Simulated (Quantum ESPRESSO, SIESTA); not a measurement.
# In-plane stress of hcp Ti under biaxial strain, SIESTA DZP, PBEsol

Calculated with SIESTA 5.4.2: PBEsol; DZP orbitals, shift 0.01 Ry, mesh 400 Ry; k-mesh 12×12×7. The first two cell vectors are strained alike from typed lattice constants; the third vector's length and the atoms are relaxed. The geometries are those relaxed at QE, PBEsol. The typed cell isn't stress-free: at zero strain the reference's in-plane stress is -2.6 GPa, compression positive.

| in-plane strain (%) | in-plane stress (GPa, compression positive) |
| --- | --- |
| -4 | 2.713 |
| -3 | 0.5079 |
| -2 | ? |
| -1 | -3.639 |
| 0 | -5.606 |
| +1 | -7.409 |
| +2 | -8.875 |
| +3 | -10.52 |
| +4 | -11.5 |

**Question.** Fit a second-order form in the logarithmic strain to the rows given and interpolate to the withheld row.

Worked fit:

With u = ln[(1 + ε)/(1 + ε0)], counted from the row at ε0 = +0 % where y0 = -5.606, a second-order form y = y0 + a u + b u² makes v = (y − y0)/u a line in u.

```
         u         v
-0.0408220  -203.787
-0.0304592  -200.724
-0.0100503  -195.715
0.00995033  -181.200
 0.0198026  -165.079
 0.0295588  -166.245
 0.0392207  -150.278
```

With n = 7: mean u = 0.00245728, mean v = -180.433, Σ(u − ū)² = 0.0055561, Σ(u − ū)(v − v̄) = 3.6235. Slope b = 3.6235 / 0.0055561 = 652.17; intercept a = v̄ − b ū = -182.04.

At the withheld row u = -0.02020, v = a + b u = -195.2, and y = y0 + u v.

Prediction at -2: -1.662 GPa. The run gave -1.635 GPa, so the fit is low by 0.027 GPa (1.7 % of the value).

The first-order term gives a biaxial modulus of 182 GPa at ε0. The second-order term makes up 6.7 % of v at the withheld row. Among the rows given, the largest miss of the fit is at +4, by 0.24 GPa (1.7 % of the range of the table).

Limits: The nuclei are static. The DFT runs use Fermi–Dirac occupations of width 0.1 eV, and energies are free energies. The rows don't follow a smooth parabola (r.m.s. departure 0.7 % of their range), so v is no line in u and the first-order term is poorly fixed; a kink, the k-mesh or scatter of the relaxations can each do this.

[Logs are printed without paths, hosts, clocks, repeated set-up lines and the standing remarks that a program may print on its own settings, such as how far it seeks lower states.]

[Hosts, paths, dates, database ids (printed as entryN), source tags and the programs' standing remarks are cut or masked in the printed files.]
